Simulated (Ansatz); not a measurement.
# InH (model cell, started as CsCl type): following an unstable mode

Aim: this structure of InH (model cell, started as CsCl type) is to be tested for unstable modes, and one is followed downhill.

Method: DFT PBE, scalar-relativistic, plane waves, PAW, in Ansatz 0.2.0.

The structure was built from a prototype and need not be the compound's stable phase.

### Step 1. Set-up

Symmetry: Pm-3m, No. 221, cubic system. Conventional cell: a = 3.175 Å, b = 3.175 Å, c = 3.175 Å, α = 90.00°, β = 90.00°, γ = 90.00°. Nearest to In lie 8 H at 2.75 Å. Nearest to H lie 8 In at 2.75 Å. Farther neighbours are not listed.

Structure file:

```cif
data_structure
_symmetry_space_group_name_H-M 'Pm-3m'
_symmetry_Int_Tables_number 221
_cell_length_a 3.1750
_cell_length_b 3.1750
_cell_length_c 3.1750
_cell_angle_alpha 90.000
_cell_angle_beta 90.000
_cell_angle_gamma 90.000
_cell_volume 32.01
loop_
_atom_site_label
_atom_site_type_symbol
_atom_site_symmetry_multiplicity
_atom_site_Wyckoff_symbol
_atom_site_fract_x
_atom_site_fract_y
_atom_site_fract_z
_atom_site_occupancy
In1 In 1 a 0.00000 0.00000 0.00000 1
H1 H 1 b 0.50000 0.50000 0.50000 1
```

### Step 2. The dispersion

The cell comes from relaxations at this level that are not shown. Stability and thermal properties need the whole zone. Linear response on a 4×4×4 q mesh gives force constants as far as a supercell of that size would.

Input file input.yaml:

```yaml
crystal:
  lattice:
    - [3.1749981601, 0.0, 0.0]
    - [0.0, 3.1749981601, 0.0]
    - [0.0, 0.0, 3.1749981601]
  atoms:
    - { symbol: In, position: [0.0, 0.0, 0.0] }
    - { symbol: H, position: [0.5, 0.5, 0.5] }
kpoints:
  mp_grid: { grid: [12, 12, 12] }
hamiltonian:
  xc: pbe
scf:
  occupations: { method: methfessel_paxton, width: 0.15 }
output:
  eigenvalues: true
phonons:
  method: dfpt
  qmesh: [4, 4, 4]
  temperatures: { t_max: 1000, t_step: 50 }
  qpath:
    path:
      - [[0.0, 0.0, 0.0], [0.0, 0.5, 0.0], [0.5, 0.5, 0.0], [0.0, 0.0, 0.0], [0.5, 0.5, 0.5], [0.0, 0.5, 0.0]]
      - [[0.5, 0.5, 0.5], [0.5, 0.5, 0.0]]
    npoints: 10
```

Started as:

```sh
> ansatz run input.yaml --threads 4 --pin off --max-ram 7168MiB --backend cpu --events-out ev --progress --plain --runs-dir out
```

Numbers of over 12 decimals in the logs are rounded to 6 here.

The program printed:

```text
Engine: ansatz 0.2.0, aarch64-unknown-linux-gnu
Pseudopotentials: kind: paw
Pseudopotential: In, paw, valence charge 13, recommended cutoff 420 eV (normal), In.paw.azcp
Pseudopotential: H, paw, valence charge 1, recommended cutoff 420 eV (normal), H.paw.azcp
Functional definition: PBE
  parameter kappa = 0.804
  parameter beta = 0.066725
  exchange = pbe_x(kappa = kappa, mu = beta*pi^2/3)
  correlation = pbe_c(beta = beta)
Crystal: 2 atoms, lattice volume = 32.006 Å³
Basis set: ecut = 420 eV, 619 PW (Γ), exchange–correlation on 48×48×48 points (8 copies of the dense FFT grid, shifted against one another)
Bands: 11, of which v1, the nominal top of the filled ones, is band 7 counted from 1 (6 counted from 0)
Symmetry: 48 space group operations
k-points: 84 of 1728
Non-local potential: In, projectors of the file, l = 0: 2, l = 1: 2, l = 2: 2, l = 3: 2
Non-local potential: H, projectors of the file, l = 0: 2, l = 1: 1
PAW form: soft (Blöchl's): semilocal exchange-correlation on the pseudo side does not see the compensation charge
PAW one-centre angular grid: In, 590 points (default); XC on 64 Gauss nodes
PAW one-centre angular grid: H, 110 points (default); XC on 64 Gauss nodes
Initial density: superposition of atomic densities (neutral atoms: chi_scale 0, normalization atom), corrected by the library's trained network
Initial wavefunctions: pseudopotential atomic-orbital guess
Functional: x = pbe(κ = 0.804, μ = 0.219515), c = pbe(β = 0.066725)
SCF iter   1: F=—  HF=-5612.605714 eV  |F-HF|=—  |Δ(HF+E_count)|=         —  Δρ=1.94e-3  dr2=1.71e-3  ethr=1.77e-3  ⟨swp⟩=5.0  Hψ=5249  notcnv=0
preconditioner: auto → none  [insulator: Δε(μ)=0.147 eV  Ē_g=17.421 eV  σ=0.150 eV  W_gap=0.65  n_scr=6 (ndim 8)  ℏωp=24.6 eV  f_vac=0.000  D(μ)=0.25/eV (n_scr^D=0)  ε∞_Penn≈3.0]
SCF iter   2: F=—  HF=-5612.604680 eV  |F-HF|=—  |Δ(HF+E_count)|=   1.03e-3  S|Δr|=    0.00e0  Δρ=3.83e-4  dr2=1.75e-5  ethr=1.22e-5  ⟨swp⟩=1.3  Hψ=1664  notcnv=0
SCF iter   3: F=—  HF=-5612.604723 eV  |F-HF|=—  |Δ(HF+E_count)|=   4.24e-5  S|Δr|=    0.00e0  Δρ=1.98e-4  dr2=4.62e-6  ethr=1.25e-7  ⟨swp⟩=2.4  Hψ=1274  notcnv=0
SCF iter   4: F=—  HF=-5612.604739 eV  |F-HF|=—  |Δ(HF+E_count)|=   1.58e-5  S|Δr|=    0.00e0  Δρ=3.19e-5  dr2=1.59e-7  ethr=3.30e-8  ⟨swp⟩=2.0  Hψ=1089  notcnv=0
SCF iter   5: F=—  HF=-5612.604739 eV  |F-HF|=—  |Δ(HF+E_count)|=   5.84e-7  S|Δr|=    0.00e0  Δρ=4.76e-6  dr2=4.50e-9  ethr=1.13e-9  ⟨swp⟩=2.0  Hψ=1492  notcnv=0
SCF iter   6: F=—  HF=-5612.604739 eV  |F-HF|=—  |Δ(HF+E_count)|=   7.44e-9  S|Δr|=    0.00e0  Δρ=6.66e-7  dr2=1.16e-10  ethr=3.21e-11  ⟨swp⟩=2.1  Hψ=1159  notcnv=0
SCF iter   7: F=-5612.604739 eV  HF=-5612.604739 eV  |F-HF|=1.82e-12  |Δ(HF+E_count)|=  4.18e-11  S|Δr|=    0.00e0  Δρ=1.31e-7  dr2=1.77e-12  ethr=1.00e-12  ⟨swp⟩=6.1  Hψ=3959  notcnv=0
SCF 1 converged in 7 iterations: F = -5612.604739 eV  dr2 = 1.77e-12
  greatest PAW one-centre occupation: 0.983 electrons in one spin orbital (limit 2), on the In atom at site 0 (counted from 0), in its partial waves of l = 2
Initial density: read from a saved state, or passed on in memory by an earlier SCF of this step, an earlier step, the calling program or the single point that the run made first
iter 1 solved again at ethr=6.75e-8 eV; its pass at ethr=3.10e-3 eV (dr2=9.45e-6 eV) is discarded
SCF iter   1: F=—  HF=-5612.604739 eV  |F-HF|=—  |Δ(HF+E_count)|=         —  Δρ=6.69e-7  dr2=6.84e-11  ethr=6.75e-8  ⟨swp⟩=3.3  Hψ=7803  notcnv=0
eigensolver tolerance schedule: the retry pair's looser diagonalisation over-reported the residual by 138234.33 of it (diagonalisation noise at an unbounded share of the residual, at the tolerance the schedule requests for it); recorded, not acted on — ethr = c·dr2/N_el stays at c = 1.0e-1
preconditioner: auto → none  [insulator: Δε(μ)=0.134 eV  Ē_g=17.445 eV  σ=0.150 eV  W_gap=0.62  n_scr=6 (ndim 8)  ℏωp=24.6 eV  f_vac=0.000  D(μ)=0.26/eV (n_scr^D=0)  ε∞_Penn≈3.0]
SCF iter   2: F=—  HF=-5612.604739 eV  |F-HF|=—  |Δ(HF+E_count)|=   3.59e-7  S|Δr|=    0.00e0  Δρ=5.10e-7  dr2=5.45e-11  ethr=1.00e-12  ⟨swp⟩=2.8  Hψ=1913  notcnv=0
SCF iter   3: F=—  HF=-5612.604739 eV  |F-HF|=—  |Δ(HF+E_count)|=  2.73e-11  S|Δr|=    0.00e0  Δρ=2.41e-7  dr2=1.17e-11  ethr=1.00e-12  ⟨swp⟩=1.0  Hψ=936  notcnv=0
SCF iter   4: F=-5612.604739 eV  HF=-5612.604739 eV  |F-HF|=1.82e-12  |Δ(HF+E_count)|=  4.55e-12  S|Δr|=    0.00e0  Δρ=7.10e-8  dr2=9.17e-13  ethr=1.00e-12  ⟨swp⟩=2.8  Hψ=2787  notcnv=0
SCF 2 converged in 4 iterations: F = -5612.604739 eV  dr2 = 9.17e-13
phonons: the bands overlap, so this run is a metal and interpolates without the dipole-dipole term. If the crystal is really an insulator or semiconductor, its LO-TO splitting is missing
NSCF: frozen V_eff on 84 k-points
NSCF: frozen V_eff on 196 k-points
DFPT response loops at q = (0, 0, 0) (fractional): preconditioner auto → Kerker (q_TF=auto, 2.377 Å⁻¹) (partly filled bands, converged f_vac=0.000); β = 1.00, the filter's whole step (`scf.mixing.beta` (0.50) is not read by the response loops under this deck's `scf.mixing.preconditioner`; to damp them name `kerker` or `kerker_dos`, under which they read `scf.mixing.beta`, and type it under 1.00, their step now; both keys bind the ground state too); Broyden in place of MSR1
NSCF: frozen V_eff on 1176 k-points
DFPT response loops at q = (0, 0, 0.25) (fractional): mixed as the last ones told, above
NSCF: frozen V_eff on 686 k-points
DFPT response loops at q = (0, 0, -0.5) (fractional): mixed as the last ones told, above
NSCF: frozen V_eff on 2016 k-points
DFPT response loops at q = (0, 0.25, 0.25) (fractional): mixed as the last ones told, above
NSCF: frozen V_eff on 1176 k-points
DFPT response loops at q = (0, 0.25, -0.5) (fractional): mixed as the last ones told, above
NSCF: frozen V_eff on 686 k-points
DFPT response loops at q = (0, -0.5, -0.5) (fractional): mixed as the last ones told, above
NSCF: frozen V_eff on 1872 k-points
DFPT response loops at q = (0.25, 0.25, 0.25) (fractional): mixed as the last ones told, above
NSCF: frozen V_eff on 2016 k-points
DFPT response loops at q = (0.25, 0.25, -0.5) (fractional): mixed as the last ones told, above
NSCF: frozen V_eff on 1176 k-points
DFPT response loops at q = (0.25, -0.5, -0.5) (fractional): mixed as the last ones told, above
NSCF: frozen V_eff on 392 k-points
DFPT response loops at q = (-0.5, -0.5, -0.5) (fractional): mixed as the last ones told, above
SCF converged after 7 iterations
Stability not checked: this state was not tested for a lower state beside it, because cold or Methfessel-Paxton smearing, or corrected tetrahedra, fill the levels in a way that the test cannot read (fill_not_monotonic; see scf.lower_state_search)
Free energy (F): -5612.604739 eV
Harris-Foulkes:  -5612.604739 eV  (|F-HF|=1.82e-12)
Internal energy: -5612.605371 eV  (E = F + TS)
E sigma→0 (E₀):  -5612.604897 eV
Entropy (-TS):   0.000632 eV (0.316 meV/atom)
Fermi energy:    8.221120 eV
Step filling:    the computed levels leave a gap of 0.0000 eV = 0.0 smearing widths at the electron count; against every level under it full and every level over it empty, smearing changes F+E_penalty+E_count by +0.152 meV and its σ→0 estimate by -6.26e-3 meV
--- Per-component energies (eV) ---
  E_band       = -46.360029
  E_kinetic    = 252.325803
  E_local      = -1173.053505  (includes V_loc(G=0)·N_el)
  E_nonlocal   = 367.431638
  E_hartree    = 457.742422
  E_xc         = -224.376772
  E_vxc        = -110.695945  (∫ρ·V_xc dr)
  E_paw        = -4151.607060  (= ΣΔE_a)
  E_vpaw       = -297.851884  (= ΣTr[D̂ρ^β])
  E_aug_tail   = -0.000990  (compensation charges beyond the density's cutoff)
  E_ewald      = -1141.066908
  E_smearing   = 0.000632  (= −TS)
  E_closure    = 0.000000  (closes the sum)
  Σ components = -5612.604739   (vs F -5612.604739, Δ=0.00e0)
--- Band table (eV; the first three rows and the last of 84) ---
  k-point 0: bands = [... 3 lower, -6.1939, -6.1939, -1.3108, 10.4287, 14.2470, 14.2470, 14.2470, 17.6213]
  k-point 1: bands = [... 3 lower, -6.2039, -6.1931, -1.2021, 10.0331, 13.7002, 14.3708, 14.3708, 17.6932]
  k-point 2: bands = [... 3 lower, -6.2309, -6.1908, -0.8743, 8.8746, 13.1618, 14.7348, 14.7348, 17.9098]
  k-point 83: bands = [... 3 lower, -6.0398, -6.0398, 6.9288, 9.7153, 9.8973, 9.8973, 9.8973, 13.9950]
--- Phonons (Γ-DFPT): 2 representative perturbations + reference (Σ response iterations 6) ---
  ASR residual: 8.196e-5 → 0.000e0 eV/Å²; symmetrization residual: 3.856e-7 eV/Å²
  ASR residual per site (eV/Å²): 8.20e-5 1.75e-5
  Γ frequencies (cm⁻¹): -528.58 -528.58 -528.58 0.00 0.00 0.00
--- Phonons (arbitrary-q DFPT): 10 irreducible q on the 4×4×4 mesh ---
  q = [0.0000, 0.0000, 0.0000] (star 1, of the zone-centre solve; hermiticity 7.51e-7, symmetrization 5.92e-12): -528.58 -528.58 -528.58 -0.00 0.00 0.00
  q = [0.0000, 0.0000, 0.2500] (star 6, 4 solved perturbations in 1848 linear systems a pass and spin channel, the states on 588 of 1728 k-point pairs; hermiticity 2.55e-7, symmetrization 3.60e-12): -317.43 -317.43 -82.00 -29.46 -29.46 89.21
  q = [0.0000, 0.0000, -0.5000] (star 3, 4 solved perturbations in 1078 linear systems a pass and spin channel, the states on 343 of 1728 k-point pairs; hermiticity 1.33e-14, symmetrization 3.62e-13): -147.07 -147.07 -61.04 -61.04 114.70 124.11
  q = [0.0000, 0.2500, 0.2500] (star 12, 4 solved perturbations in 3108 linear systems a pass and spin channel, the states on 1008 of 1728 k-point pairs; hermiticity 2.64e-7, symmetrization 1.87e-12): -402.87 -126.14 36.68 38.59 73.51 103.73
  q = [0.0000, 0.2500, -0.5000] (star 12, 6 solved perturbations on 588 of 1728 k-point pairs; hermiticity 1.79e-7, symmetrization 2.37e-14): -383.66 -208.09 -64.24 70.48 115.22 148.05
  q = [0.0000, -0.5000, -0.5000] (star 3, 4 solved perturbations in 1078 linear systems a pass and spin channel, the states on 343 of 1728 k-point pairs; hermiticity 1.20e-7, symmetrization 2.08e-13): -396.67 -396.67 -67.66 107.74 107.74 276.13
  q = [0.2500, 0.2500, 0.2500] (star 8, 2 solved perturbations on 936 of 1728 k-point pairs; hermiticity 3.20e-7, symmetrization 6.00e-13): -274.54 -274.54 71.37 71.95 71.95 233.09
  q = [0.2500, 0.2500, -0.5000] (star 12, 4 solved perturbations in 3108 linear systems a pass and spin channel, the states on 1008 of 1728 k-point pairs; hermiticity 3.64e-8, symmetrization 2.56e-12): -315.05 -261.66 -179.17 40.63 68.35 109.19
  q = [0.2500, -0.5000, -0.5000] (star 6, 4 solved perturbations in 1848 linear systems a pass and spin channel, the states on 588 of 1728 k-point pairs; hermiticity 3.60e-8, symmetrization 5.09e-14): -360.94 -360.94 -170.93 26.40 101.81 101.81
  q = [-0.5000, -0.5000, -0.5000] (star 1, 2 solved perturbations on 196 of 1728 k-point pairs; hermiticity 2.38e-14, symmetrization 2.89e-12): -209.05 -209.05 -209.05 89.82 89.82 89.82
  sum rule: each row above includes the acoustic sum rule's correction from the zone centre's row sums; it moved no ω² by more than (2.17 cm⁻¹)²
  mesh force constants: q→R imaginary residual 1.38e-18; ASR residual 8.196e-5 → 0.000e0 eV/Å²; symmetrization residual 1.110e-15 eV/Å²
  interpolated dispersion: 62 rows × 6 modes
  density of states and harmonic sums: on the 20×20×20 q-mesh, interpolated from the force constants of a 4×4×4 supercell (no non-analytic term)
  largest difference from the sums on the solved wave vectors: F 2.24e-2 eV, S 3.12e-5 and C_V 1.16e-5 eV/K
  zero-point energy: 0.016961 eV/cell   skipped modes (ω ≤ 0): 903, of them read as no rigid motion or as one in doubt: 900 (3.071e0 modes/cell left out, lowest -528.58 cm⁻¹)   left out of the sums: 5.12e-1 of the cell's modes: C_V's classical limit lies that fraction below 3 k_B per atom; for a crystal, a wire or a layer, F and S can be off by more, and a phonons.interpolated_qmesh denser along its periods is the remedy for the sampling
```

Elapsed: 2.2 min, on 4 threads of Arm Neoverse V1, shared host; peak memory 1.1 GiB; 8.5 min of CPU time.

Numbers from this step:

```
volume per atom                                         : 16.00 Å³
gap on the k-mesh                                       : 0 eV
sum-rule residual before enforcement                    : 8.20e-5 eV/Å²
lowest frequency on the path                            : -528.6 cm⁻¹
point group                                             : m-3m
highest frequency on the path or at a solved wavevector : 276.1 cm⁻¹
highest optical mode at the zone centre (no LO-TO term) : -528.6 cm⁻¹
lowest optical zone-centre mode                         : -528.6 cm⁻¹
lowest mode on the q mesh (acoustic modes at Γ apart)   : -528.6 cm⁻¹
```

Frequencies (cm⁻¹) solved at each irreducible wavevector; negative means imaginary. Frequencies by wavevector, by row:

| q in reciprocal lattice units | star | mode 1 | mode 2 | mode 3 | mode 4 | mode 5 | mode 6 |
| --- | --- | --- | --- | --- | --- | --- | --- |
| 0 0 0 | 1 | -528.6 | -528.6 | -528.6 | 0 | 0 | 0 |
| 0 0 0.25 | 6 | -317.4 | -317.4 | -82 | -29.5 | -29.5 | 89.2 |
| 0 0 -0.5 | 3 | -147.1 | -147.1 | -61 | -61 | 114.7 | 124.1 |
| 0 0.25 0.25 | 12 | -402.9 | -126.1 | 36.7 | 38.6 | 73.5 | 103.7 |
| 0 0.25 -0.5 | 12 | -383.7 | -208.1 | -64.2 | 70.5 | 115.2 | 148.1 |
| 0 -0.5 -0.5 | 3 | -396.7 | -396.7 | -67.7 | 107.7 | 107.7 | 276.1 |
| 0.25 0.25 0.25 | 8 | -274.5 | -274.5 | 71.4 | 72 | 72 | 233.1 |
| 0.25 0.25 -0.5 | 12 | -315.1 | -261.7 | -179.2 | 40.6 | 68.3 | 109.2 |
| 0.25 -0.5 -0.5 | 6 | -360.9 | -360.9 | -170.9 | 26.4 | 101.8 | 101.8 |
| -0.5 -0.5 -0.5 | 1 | -209.1 | -209.1 | -209.1 | 89.8 | 89.8 | 89.8 |

Interpolated from a 4×4×4 q mesh. Phonon branches along the path, in cm⁻¹:

| point | branch 1 | branch 2 | branch 3 | branch 4 | branch 5 | branch 6 |
| --- | --- | --- | --- | --- | --- | --- |
| Γ | -529 | -529 | -529 | 0 | 0 | 0 |
| halfway | -317 | -317 | -82 | -30 | -30 | 89 |
| X | -147 | -147 | -61 | -61 | 115 | 124 |
| halfway | -384 | -208 | -64 | 70 | 115 | 148 |
| M | -397 | -397 | -68 | 108 | 108 | 276 |
| halfway | -403 | -126 | 37 | 39 | 74 | 104 |
| Γ | -529 | -529 | -529 | 0 | 0 | 0 |
| halfway | -274 | -274 | 71 | 72 | 72 | 233 |
| R | -209 | -209 | -209 | 90 | 90 | 90 |
| halfway | -315 | -262 | -179 | 41 | 68 | 109 |
| X | -147 | -147 | -61 | -61 | 115 | 124 |
| jump to R | -209 | -209 | -209 | 90 | 90 | 90 |
| halfway | -361 | -361 | -171 | 26 | 102 | 102 |
| M | -397 | -397 | -68 | 108 | 108 | 276 |

The phonon branches as a text plot (rows in cm⁻¹):

```
    259 |             ***                                       *
    226 |            *   *             **                      *
    192 |     *     *     *
    159 |    * *                                              *
    125 |      ********    **            **         ******
     92 |   ***    ***********           ***********      *******
     58 |  *     * *         ***     ******       ****     **
     25 |**       *          *  ** ****             * ***    *
     -9 |***                  *****                  *
    -42 |   ****              *                       ***     *
    -76 |   *   *************                         ** *     **
   -109 |                    *                       *  *
   -143 |      ****        **                          ***
   -177 |          *                       *        * *      *
   -210 |     *                               ***    *    ***
   -244 |    *            *   **            **  ****   *
   -277 |         * *                   *****    ****
   -311 |   *        *              *  *          *****    *
   -344 |          *  *  *     *     **                     **
   -378 |  *            *     * *                             *
   -411 |           ********** *    *                          **
   -445 | **                    *
   -478 | *                      * *
   -512 |*                       ***
         Γ      X      M          Γ            R        X|R     M
```

Symmetry leaves 10 wavevectors to solve. The lowest mode among them, the acoustic zeros apart, lies at Γ and is imaginary, 528.6i cm⁻¹, so the energy falls along it.

### Step 3. The mode frozen in, largest atomic shift 0 Å

The mode followed lies at Γ with frequency 528.6i cm⁻¹ and is 3-fold degenerate, the softest among the wavevectors solved. At small amplitude the distorted cell has space group no. 99 by a symmetry search on the positions. The undistorted cell that holds it gives the zero of energy on the same k mesh.

input.yaml, the sections that differ from step 2:

```yaml
output:
  forces: true
  stress: true
  eigenvalues: true
# crystal, kpoints, hamiltonian, scf: as in step 2
# phonons: removed
```

The program printed:

```text
[...]
Crystal: 2 atoms, lattice volume = 32.006 Å³
Basis set: ecut = 420 eV, 619 PW (Γ), exchange–correlation on 48×48×48 points (8 copies of the dense FFT grid, shifted against one another)
Bands: 11, of which v1, the nominal top of the filled ones, is band 7 counted from 1 (6 counted from 0)
Symmetry: 48 space group operations
[...]
k-points: 84 of 1728
[...]
--- Band table (eV; the first three rows and the last of 84) ---
  k-point 0: bands = [... 3 lower, -6.1939, -6.1939, -1.3107, 10.4287, 14.2470, 14.2470, 14.2470, 17.6214]
  k-point 1: bands = [... 3 lower, -6.2039, -6.1931, -1.2021, 10.0331, 13.7003, 14.3708, 14.3708, 17.6932]
  k-point 2: bands = [... 3 lower, -6.2309, -6.1908, -0.8743, 8.8746, 13.1618, 14.7348, 14.7348, 17.9098]
  k-point 83: bands = [... 3 lower, -6.0398, -6.0398, 6.9288, 9.7153, 9.8973, 9.8973, 9.8973, 13.9950]
[key lines of the parts left out:]
SCF converged after 5 iterations
Free energy (F): -5612.604739 eV
Fermi energy:    8.221140 eV
P = ⅓ Tr σ = -0.0053 GPa (-0.053 kbar)
```

Wall time 0.94 s (4 threads); peak memory 0.3 GiB.

Numbers from this step:

```yaml
pressure: -0.005335 GPa
energy_from_the_undistorted_cell: 0 meV/atom
```

The run ends at a pressure of -0.01 GPa.

### Step 4. The mode frozen in, largest atomic shift 0.6 Å

The atoms are moved along the unstable eigenvector, the largest shift by 0.6 Å, with the cell fixed.

input.yaml, the sections that differ from step 3:

```yaml
crystal:
  lattice:
    - [3.1749981601, 0.0, 0.0]
    - [0.0, 3.1749981601, 0.0]
    - [0.0, 0.0, 3.1749981601]
  atoms:
    - { symbol: In, position: [0.0, -0.0016590456, 0.0] }
    - { symbol: H, position: [0.5, 0.6889764875, 0.5] }
# kpoints, hamiltonian, scf, output: as in step 3
```

The program printed:

```text
[...]
Crystal: 2 atoms, lattice volume = 32.006 Å³
Basis set: ecut = 420 eV, 619 PW (Γ), exchange–correlation on 48×48×48 points (8 copies of the dense FFT grid, shifted against one another)
Bands: 11, of which v1, the nominal top of the filled ones, is band 7 counted from 1 (6 counted from 0)
Symmetry: 8 space group operations
[...]
k-points: 196 of 1728 (time reversal used)
[...]
--- Band table (eV; the first three rows and the last of 196) ---
  k-point 0: bands = [... 3 lower, -6.1376, -6.1376, -1.4406, 10.1845, 14.1960, 14.1960, 15.2800, 17.2765]
  k-point 1: bands = [... 3 lower, -6.1481, -6.1367, -1.3323, 9.8483, 13.4450, 14.3219, 15.6419, 17.3750]
  k-point 2: bands = [... 3 lower, -6.1767, -6.1343, -1.0052, 8.7569, 12.8900, 14.6919, 15.9668, 17.5920]
  k-point 195: bands = [... 3 lower, -5.9897, -5.9683, 6.6571, 9.6943, 9.7079, 9.7079, 9.9713, 14.2024]
[key lines of the parts left out:]
SCF converged after 6 iterations
Free energy (F): -5612.729285 eV
Fermi energy:    8.305358 eV
P = ⅓ Tr σ = 0.7544 GPa (7.544 kbar)
```

Wall time 2.1 s (4 threads); peak memory 0.38 GiB; 7.3 s of CPU time.

Numbers from this step:

```
pressure                         : 0.7544 GPa
energy from the undistorted cell : -62.14 meV/atom
```

The energy, extrapolated to zero smearing, is -62.14 meV/atom against the undistorted cell.

The run ends at a pressure of 0.75 GPa, with forces up to 0.29 eV/Å.

(Continued in part 2 of 2.)

[Logs are printed without paths, hosts, clocks, repeated set-up lines and the standing remarks that a program may print on its own settings, such as how far it seeks lower states.]

[Hosts, paths, dates, database ids (printed as entryN), source tags and the programs' standing remarks are cut or masked in the printed files.]
